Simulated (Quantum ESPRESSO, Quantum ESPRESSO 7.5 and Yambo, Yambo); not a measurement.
# OsClF (1T monolayer (Janus)): G0W0 with Yambo, start to end

How does a plane-wave GW calculation on OsClF (1T monolayer (Janus)) run from the first input to the gap?

Main program and level: Quantum ESPRESSO 7.5 and Yambo 5.3.0; PBE and many-body steps on it, plane waves.

Most raw output is cut from this account.

**1. The structure**

The cell holds 3 atoms: 1 Os, 1 F and 1 Cl. Cell: a = 3.487 Å, b = 3.487 Å, c = 14.000 Å, α = 90.0°, β = 90.0°, γ = 120.0°. Vacuum lies along c.

Structure file:

```cif
data_structure
_symmetry_space_group_name_H-M 'P 1'
_symmetry_Int_Tables_number 1
_cell_length_a 3.4865
_cell_length_b 3.4865
_cell_length_c 14.0000
_cell_angle_alpha 90.000
_cell_angle_beta 90.000
_cell_angle_gamma 120.000
_cell_volume 147.38
loop_
_atom_site_label
_atom_site_type_symbol
_atom_site_fract_x
_atom_site_fract_y
_atom_site_fract_z
_atom_site_occupancy
Os1 Os 0.00000 0.00000 0.49977 1
F2 F 0.33333 0.66667 0.57579 1
Cl3 Cl 0.66667 0.33333 0.42445 1
```

The structure was relaxed with PBE. The runs that relaxed it are not among those shown. Spin-orbit coupling is left out unless a step names it.

**2. Ground state**

This step: Quantum ESPRESSO 7.5; DFT, PBE, plane waves, norm-conserving pseudopotentials.

The ground-state density comes first.

The input, pw.in:

```
&control
  calculation = 'scf'
  prefix = 'x'
  outdir = 'o'
  pseudo_dir = 'pseudo'
/
&system
  ibrav = 0
  nat = 3
  ntyp = 3
  ecutwfc = 72.0
  nbnd = 20
  force_symmorphic = .true.
/
&electrons
  conv_thr = 1e-10
  electron_maxstep = 80
  mixing_beta = 0.5
/
ATOMIC_SPECIES
  Os 190.23 Os.upf
  F 18.998 F.upf
  Cl 35.45 Cl.upf
CELL_PARAMETERS angstrom
  3.4865083883 -0.0000000001 0.0000000000
  -1.7432541941 3.0194048348 0.0000000000
  0.0000000000 0.0000000000 14.0000000000
ATOMIC_POSITIONS crystal
  Os 0.0000000000 0.0000000000 0.4997666318
  F 0.3333333333 0.6666666667 0.5757877442
  Cl 0.6666666667 0.3333333333 0.4244456239
K_POINTS automatic
  12 12 1 0 0 0
```

On the command line:

```
$ OMP_NUM_THREADS=1 mpirun -n 4 pw.x -nk 4 -in pw.in > pw.out
```

Wall time 16 s (4 MPI ranks of Arm Neoverse V2, shared host); peak memory 0.45 GiB; 62 s of CPU time.

This step gave:

| Property | Result |
| --- | --- |
| total energy | -3868.5951 eV |
| gap | 1.340 eV |
| k of the valence top | 0.0833, 0.0833, 0 |
| k of the conduction bottom | 0, -0.5, 0 |
| least direct gap | 1.689 eV |

The gap is indirect, with the least direct gap 0.35 eV higher.

**3. Bands along the symmetry lines**

The cheap functional maps the bands first; the places of the edges decide which points the dearer methods must see.

The input, pw.in:

```
&control
  calculation = 'bands'
  prefix = 'x'
  outdir = 'o'
  pseudo_dir = 'pseudo'
/
&system
  ibrav = 0
  nat = 3
  ntyp = 3
  ecutwfc = 72.0
  nbnd = 21
  force_symmorphic = .true.
/
&electrons
  conv_thr = 1e-9
  electron_maxstep = 80
  diago_full_acc = .true.
  diago_thr_init = 5e-6
/
ATOMIC_SPECIES
  Os 190.23 Os.upf
  F 18.998 F.upf
  Cl 35.45 Cl.upf
CELL_PARAMETERS angstrom
  3.4865083883 -0.0000000001 0.0000000000
  -1.7432541941 3.0194048348 0.0000000000
  0.0000000000 0.0000000000 14.0000000000
ATOMIC_POSITIONS crystal
  Os 0.0000000000 0.0000000000 0.4997666318
  F 0.3333333333 0.6666666667 0.5757877442
  Cl 0.6666666667 0.3333333333 0.4244456239
K_POINTS crystal
  25
  0.00000000 0.00000000 0.00000000 1
  0.06250000 0.00000000 0.00000000 1
  0.12500000 0.00000000 0.00000000 1
  0.18750000 0.00000000 0.00000000 1
  0.25000000 0.00000000 0.00000000 1
  0.31250000 0.00000000 0.00000000 1
  0.37500000 0.00000000 0.00000000 1
  0.43750000 0.00000000 0.00000000 1
  0.50000000 0.00000000 0.00000000 1
  0.47916667 0.04166667 0.00000000 1
  0.45833333 0.08333333 0.00000000 1
  0.43750000 0.12500000 0.00000000 1
  0.41666666 0.16666666 0.00000000 1
  0.39583333 0.20833333 0.00000000 1
  0.37500000 0.25000000 0.00000000 1
  0.35416666 0.29166666 0.00000000 1
  0.33333333 0.33333333 0.00000000 1
  0.29166666 0.29166666 0.00000000 1
  0.25000000 0.25000000 0.00000000 1
  0.20833333 0.20833333 0.00000000 1
  0.16666666 0.16666666 0.00000000 1
  0.12500000 0.12500000 0.00000000 1
  0.08333333 0.08333333 0.00000000 1
  0.04166667 0.04166667 0.00000000 1
  0.00000000 0.00000000 0.00000000 1
```

The job ended after 7.3 s (4 MPI ranks; peak memory 0.35 GiB).

This step gave:

```yaml
gap: 1.331 eV
k_of_the_valence_top: 0.0833, 0.0833, 0
k_of_the_conduction_bottom: 0.2083, 0.2083, 0
least_direct_gap: 1.674 eV
```

The gap is 1.331 eV, −0.009 eV from the run before at this level.

The electronic bands at the labelled points (eV, zero at the top of the highest filled band):

| point | band 12 | band 13 | band 14 | band 15 | band 16 | band 17 | band 18 | band 19 |
| --- | --- | --- | --- | --- | --- | --- | --- | --- |
| Γ | -4.85 | -1.33 | -1.33 | -0.07 | 2.45 | 2.45 | 2.68 | 4.28 |
| halfway | -4.69 | -1.25 | -0.73 | -0.14 | 1.58 | 2.28 | 4.18 | 5.17 |
| M | -5.09 | -1.14 | -0.46 | -0.36 | 1.34 | 2.25 | 4.82 | 6.17 |
| halfway | -5.19 | -0.97 | -0.55 | -0.41 | 1.42 | 2.22 | 5.22 | 6.83 |
| K | -5.53 | -0.89 | -0.74 | -0.33 | 1.55 | 2.23 | 5.75 | 7.14 |
| halfway | -4.69 | -1.04 | -0.73 | -0.21 | 1.48 | 2.12 | 4.64 | 5.40 |
| Γ | -4.85 | -1.33 | -1.33 | -0.07 | 2.45 | 2.45 | 2.68 | 4.28 |

**4. Empty states on the mesh, 9×9×1 mesh, 94 bands**

The sums over transitions need many empty states on a uniform mesh; this step solves for them.

The input, pw.in:

```
&control
  calculation = 'nscf'
  prefix = 'x'
  outdir = 'o'
  pseudo_dir = 'pseudo'
/
&system
  ibrav = 0
  nat = 3
  ntyp = 3
  ecutwfc = 72.0
  nbnd = 94
  force_symmorphic = .true.
/
&electrons
  conv_thr = 1e-9
  electron_maxstep = 80
  diago_full_acc = .true.
  diago_thr_init = 5e-6
/
ATOMIC_SPECIES
  Os 190.23 Os.upf
  F 18.998 F.upf
  Cl 35.45 Cl.upf
CELL_PARAMETERS angstrom
  3.4865083883 -0.0000000001 0.0000000000
  -1.7432541941 3.0194048348 0.0000000000
  0.0000000000 0.0000000000 14.0000000000
ATOMIC_POSITIONS crystal
  Os 0.0000000000 0.0000000000 0.4997666318
  F 0.3333333333 0.6666666667 0.5757877442
  Cl 0.6666666667 0.3333333333 0.4244456239
K_POINTS automatic
  9 9 1 0 0 0
```

Wall time 20 s (4 MPI ranks); peak memory 0.6 GiB.

Numbers from this step:

| Quantity | Value |
| --- | --- |
| gap | 1.325 eV |
| k of the valence top | 0, 0.1111, 0 |
| k of the conduction bottom | 0.2222, 0.2222, 0 |
| least direct gap | 1.693 eV |
| k points computed | 12 |
| lowest point of the top converged band, above the valence top | 37.27 eV |

On this mesh the gap is 1.325 eV.

**5. Conversion and set-up**

This step: Yambo 5.3.0; conversion and set-up on PBE, plane waves, norm-conserving pseudopotentials.

The states are converted to the many-body program's format and the q mesh is built.

On the command line:

```
$ (cd o/x.save; p2y > p2y.log; mv SAVE ../..); yambo > setup.log
```

Run time: 3.1 s. Hardware: 1 MPI rank; peak memory 0.25 GiB.

**6. Screening and self-energy, 9×9×1 mesh, 94 bands, screening to 108.8 eV**

Now the one-shot GW correction: screening in the RPA, then the self-energy of the levels asked for.

This step: G0W0 on PBE, plane waves, norm-conserving pseudopotentials.

The input, gw1.in:

```
HF_and_locXC
gw0
dyson
ppa
em1d
rim_cut
rim_w
RandQpts= 3000000
RandGvec= 100 RL
CUTGeo= "slab z"
RandGvecW= 9 RL
EXXRLvcs= 72 Ry
VXCRLvcs= 288 Ry
Chimod= "HARTREE"
% BndsRnXp
 1 | 94 |
%
NGsBlkXp= 8 Ry
% LongDrXp
 1 | 1 | 0 |
%
% GbndRnge
 1 | 94 |
%
DysSolver= "n"
ExtendOut
PPAPntXp= 27.21138 eV
% QPkrange
 2 | 2 | 14 | 17 |
 10 | 10 | 14 | 17 |
 1 | 1 | 14 | 17 |
%
```

On the command line:

```
$ OMP_NUM_THREADS=1 mpirun -n 4 yambo -F gw1.in -J gw1 -C gw1 > gw1.log
```

The job ended after 5.7 min (4 MPI ranks; peak memory 2.5 GiB).

Numbers from this step:

| Item | Value |
| --- | --- |
| G0W0 gap on the points computed | 2.709 eV |
| starting gap on the mesh | 1.325 eV |
| k of the valence top | 0, 0.1111, 0 |
| k of the conduction bottom | 0.2222, 0.2222, 0 |
| least direct G0W0 gap on the computed points | 2.869 eV |
| Z at the valence top | 0.7553 |
| Z at the conduction bottom | 0.7599 |

The gap on the mesh goes from 1.32 eV to 2.71 eV, a correction of +1.38 eV.

Limits: finite bands, cutoff and mesh; no spin polarisation; d states lean on the start; no spin-orbit coupling. v1 is the top filled band, c1 the lowest empty one. Levels before and after the correction, in eV, zero at the valence-band top of each column:

|  | conduction bottom | valence top |
| --- | --- | --- |
| Kohn-Sham | 1.32 | 0.00 |
| G0W0 | 2.71 | 0.00 |

|  | level | energy (eV) |
| --- | --- | --- |
| Kohn-Sham | (0 0.111 0) v2 | -1.156 |
| Kohn-Sham | (0 0.111 0) v1 | 0.000 |
| Kohn-Sham | (0 0.111 0) c1 | 2.071 |
| Kohn-Sham | (0 0.111 0) c2 | 2.407 |
| Kohn-Sham | (0.222 0.222 0) v2 | -0.544 |
| Kohn-Sham | (0.222 0.222 0) v1 | -0.368 |
| Kohn-Sham | (0.222 0.222 0) c1 | 1.325 |
| Kohn-Sham | (0.222 0.222 0) c2 | 2.184 |
| G0W0 | (0 0.111 0) v2 | -1.028 |
| G0W0 | (0 0.111 0) v1 | 0.000 |
| G0W0 | (0 0.111 0) c1 | 3.415 |
| G0W0 | (0 0.111 0) c2 | 3.919 |
| G0W0 | (0.222 0.222 0) v2 | -0.471 |
| G0W0 | (0.222 0.222 0) v1 | -0.160 |
| G0W0 | (0.222 0.222 0) c1 | 2.709 |
| G0W0 | (0.222 0.222 0) c2 | 3.678 |

**7. Where the time went**

Times are wall times on the hardware named with each run, good to a factor of about two.

| step | time | share | memory (GiB) |
| --- | --- | --- | --- |
| ground state | 16 s | 4 % | 0.45 |
| bands along the symmetry lines | 7.3 s | 2 % | 0.35 |
| empty states on the mesh | 20 s | 5 % | 0.6 |
| conversion and set-up | 3.1 s | 1 % | 0.25 |
| screening and self-energy | 5.7 min | 88 % | 2.5 |

**8. Outcome**

```json
{"PBE gap": "1.33 eV, indirect", "G0W0 gap on the mesh": "2.71 eV", "GW settings": "9×9×1 mesh, 94 bands, screening to 108.8 eV, Godby-Needs plasmon pole", "known limits": "not at the basis limit; no spin polarisation; d states lean on the start; no spin-orbit coupling"}
```

G0W0 moves the gap on the mesh from 1.32 eV to 2.71 eV (+1.38 eV), with Z of 0.76 and 0.76 at the edges. Only 3 of the mesh's irreducible points were corrected, so a valley elsewhere could overtake. The dearest step here is «screening and self-energy». Bands and cutoff are finite, so the gap is not at the basis limit. The miss can reach some tenths of an eV and take either sign; the mesh is an error of its own. In the G0W0 run levels were corrected at 3 k points alone, so a gap called «on the mesh» is the least over those, and an edge elsewhere would be missed. The runs have no spin polarisation. For a closed low-spin shell that is the natural state; where a d or f shell is open it is a constraint, and the gap is then not the crystal's own. With d states at the gap, one-shot GW leans hard on its start. The many-body steps are scalar-relativistic: spin-orbit coupling is not in them.

[Paths, hosts, dates, memory and timing lines, banners, echoed tables and standing remarks are left out of the program output.]

[Logs are printed without paths, hosts, clocks, repeated set-up lines and the standing remarks that a program may print on its own settings, such as how far it seeks lower states.]

[Runs of the session that timed out or met a known fault of the program may be left out.]

[Hosts, paths, dates, database ids (printed as entryN), source tags and the programs' standing remarks are cut or masked in the printed files.]
